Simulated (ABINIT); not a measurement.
# Beyond one shot: GaN (F-43m), part 2 of 2

How far does self-consistency move the gap of GaN (F-43m)?

ABINIT 10.8.3; LDA and many-body steps on it, plane waves. Known limits of the many-body steps: not at the basis limit; no spin-orbit coupling.

So far. Step 10 (evGW, cycle 1): Against G0W0 in ABINIT (6×6×6 mesh, 123 bands, screening to 244.9 eV, Godby-Needs plasmon pole), the gap moves by +0.440 eV. Step 13 (evGW, cycle 2): Against the cycle before, the gap moves by +0.028 eV.

### 14. Screening, 6×6×6 mesh, 123 bands, screening to 244.9 eV

This step: RPA screening on LDA, plane waves, norm-conserving pseudopotentials.

run.abi reads:

```
acell 3*1.0 Angstrom
rprim 
  0.000000000000 2.253500607500 2.253500607500
  2.253500607500 0.000000000000 2.253500607500
  2.253500607500 2.253500607500 0.000000000000
ntypat 2
znucl 31 7
natom 2
typat 1 2
xred 
  0.000000000000 0.000000000000 0.000000000000
  0.750000000000 0.750000000000 0.750000000000
pp_dirpath "pseudos"
pseudos "Ga.upf, N.upf"
ecut 45
ngkpt 6 6 6
nshiftk 1
shiftk 0 0 0
kptopt 1
chksymbreak 0
istwfk *1
occopt 1
irdwfk 1
optdriver 3
nband 123
ecuteps 9
inclvkb 2
awtr 1
symchi 1
gwcalctyp 10
mbpt_sciss 2.032 eV
nqptdm 1
qptdm 
  0 0 0
indata_prefix "in"
outdata_prefix "out"
tmpdata_prefix "tmp"
```

Command:

```
$ OMP_NUM_THREADS=1 mpirun -n 8 abinit run.abi > log
```

Elapsed: 5.8 s, on 8 MPI ranks of Arm Neoverse V2, shared host; peak memory 1.2 GiB.

Numbers from this step:

```
ε∞ with local fields, on this mesh, along the program's q direction : 5.066
the same without local fields                                       : 5.380
plasma frequency                                                    : 39.58 eV
plane waves in the screening matrix                                 : 181
```

This screening uses the functional's bands under a rigid shift, the mean opening of the cycle before.

### 15. Screening, 6×6×6 mesh, 123 bands, screening to 244.9 eV

This step: RPA screening on LDA from quasiparticle energies, plane waves, norm-conserving pseudopotentials.

run.abi, as its differences from that of step 14:

```diff
@@ -29,7 +29,21 @@
 symchi 1
+irdqps 1
 gwcalctyp 10
-mbpt_sciss 2.032 eV
-nqptdm 1
+nqptdm 15
 qptdm 
-  0 0 0
+  0.1666666667 0.0000000000 0.0000000000
+  0.3333333333 0.0000000000 0.0000000000
+  0.5000000000 0.0000000000 0.0000000000
+  0.1666666667 0.1666666667 0.0000000000
+  0.3333333333 0.1666666667 0.0000000000
+  0.5000000000 0.1666666667 0.0000000000
+  -0.3333333333 0.1666666667 0.0000000000
+  -0.1666666667 0.1666666667 0.0000000000
+  0.3333333333 0.3333333333 0.0000000000
+  0.5000000000 0.3333333333 0.0000000000
+  -0.3333333333 0.3333333333 0.0000000000
+  0.5000000000 0.5000000000 0.0000000000
+  0.5000000000 0.3333333333 0.1666666667
+  -0.3333333333 0.3333333333 0.1666666667
+  -0.3333333333 0.5000000000 0.1666666667
 indata_prefix "in"
```

mrgscr.stdin reads:

```
2
merged
q0_SCR
out_SCR
1
```

Command:

```
$ OMP_NUM_THREADS=1 mpirun -n 8 abinit run.abi > log; mrgscr < mrgscr.stdin
```

Wall time 80 s (8 MPI ranks); peak memory 1.8 GiB; 11 min of CPU time.

This step gave:

```yaml
plasma_frequency: 39.58 eV
plane_waves_in_the_screening_matrix: 181
```

This screening reads the quasiparticle levels of the cycle before.

### 16. evGW, cycle 3

This step: evGW on LDA, plane waves, norm-conserving pseudopotentials.

run.abi, as its differences from that of step 15:

```diff
@@ -23,12 +23,10 @@
 irdwfk 1
-optdriver 3
+optdriver 4
 nband 123
-ecuteps 9
-inclvkb 2
-awtr 1
-symchi 1
-irdqps 1
 gwcalctyp 10
-nqptdm 15
-qptdm 
+ecutsigx 45
+symsigma 1
+nkptgw 16
+kptgw 
+  0.0000000000 0.0000000000 0.0000000000
   0.1666666667 0.0000000000 0.0000000000
@@ -48,2 +46,23 @@
   -0.3333333333 0.5000000000 0.1666666667
+bdgw 
+  11 18
+  11 18
+  11 18
+  11 18
+  11 18
+  11 18
+  11 18
+  11 18
+  11 18
+  11 18
+  11 18
+  11 18
+  11 18
+  11 18
+  11 18
+  11 18
+ecuteps 9
+irdscr 1
+ppmodel 1
+irdqps 1
 indata_prefix "in"
```

Command:

```
$ OMP_NUM_THREADS=1 mpirun -n 8 abinit run.abi > log
```

The job ended after 4.2 min (8 MPI ranks; peak memory 2.6 GiB).

Numbers from this step:

```yaml
quasiparticle_gap_on_the_mesh: 3.398 eV
gap_of_the_density_functional_on_the_mesh: 1.753 eV
k_of_the_valence_top: 0, 0, 0
k_of_the_conduction_bottom: 0, 0, 0
least_direct_quasiparticle_gap_on_the_computed_points: 3.398 eV
```

Against the cycle before, the gap moves by +0.002 eV.

### 17. The runs together

Times are wall times on 8 MPI ranks of Arm Neoverse V2, shared host, good to a factor of about two. A run's time includes the screening step that it read.

```
           run   mesh  bands  screening cutoff (eV)  DFT gap (eV)  gap on the mesh (eV)  direct (eV)  ε∞ used     time
          G0W0  6×6×6    123                  244.9         1.753                 2.928        2.928     6.50     92 s
evGW0, cycle 1  6×6×6    123                  244.9         1.753                 3.212        3.212     6.50  5.5 min
evGW0, cycle 2  6×6×6    123                  244.9         1.753                 3.085        3.085     6.50  5.5 min
evGW0, cycle 3  6×6×6    123                  244.9         1.753                 3.094        3.094     6.50  5.5 min
 evGW, cycle 1  6×6×6    123                  244.9         1.753                 3.368        3.368     5.25  5.7 min
 evGW, cycle 2  6×6×6    123                  244.9         1.753                 3.396        3.396     5.08  5.7 min
 evGW, cycle 3  6×6×6    123                  244.9         1.753                 3.398        3.398     5.07  5.7 min
```

### 18. What came out

| Item | Value |
| --- | --- |
| G0W0 | 2.928 eV |
| evGW0, cycle 1 | 3.212 eV |
| evGW0, cycle 2 | 3.085 eV |
| evGW0, cycle 3 | 3.094 eV |
| evGW, cycle 1 | 3.368 eV |
| evGW, cycle 2 | 3.396 eV |
| evGW, cycle 3 | 3.398 eV |
| known limits | not at the basis limit; no spin-orbit coupling |

**Reading.** Only the bands that the input lists are updated; the others, empty or deep, keep the functional's energies or take a rigid shift. The evGW loop starts from the last levels of evGW0, so its cycles and time come on top of those. evGW0 ends at 3.09 eV, +0.17 eV from G0W0, after 3 cycles that took 13 min beside the first screening; the last moved the gap by 0.009 eV. evGW ends at 3.40 eV, +0.47 eV from G0W0, after 3 cycles that took 17 min beside the first screening; the last moved the gap by 0.002 eV. The first cycle of evGW0 takes the full correction, without the factor Z, so it overshoots the one-shot value. Against experiment, by evGW, cycle 3: the direct gap of 3.40 eV lies +0.17 eV from the measured 3.23 eV (exciton, 300 K, on 3C-SiC/Si(001), 2022). An exciton line or allowed optical edge lies below the quasiparticle gap by the binding energy; a forbidden edge can push the onset above it. These are gaps on the mesh, at modest bands and cutoff. The calculation has static nuclei and no excitons; a measured gap holds zero-point and thermal motion, which mostly lowers it. Bands and cutoff are finite, so the gap is not at the basis limit. The miss can reach some tenths of an eV and take either sign; the mesh is an error of its own. In the updated screening the q = 0 part is built from Kohn-Sham bands under a rigid shift, the other q from the quasiparticle levels. The many-body steps are scalar-relativistic: spin-orbit coupling is not in them.

[Paths, hosts, dates, memory and timing lines, banners, echoed tables and standing remarks are left out of the program output.]

[Logs are printed without paths, hosts, clocks, repeated set-up lines and the standing remarks that a program may print on its own settings, such as how far it seeks lower states.]

[Runs of the session that timed out or met a known fault of the program may be left out.]

[Hosts, paths, dates, database ids (printed as entryN), source tags and the programs' standing remarks are cut or masked in the printed files.]

[G0W0 gaps are taken among the corrected bands and points alone; a level outside them can change the order at an edge.]

[Where Ansatz stands beside ABINIT at settings called matched, ABINIT's density can come from a denser mesh and the files from another edition; pairs whose starting gaps differed by over 0.03 eV were left out, so agreement reads better than it is.]
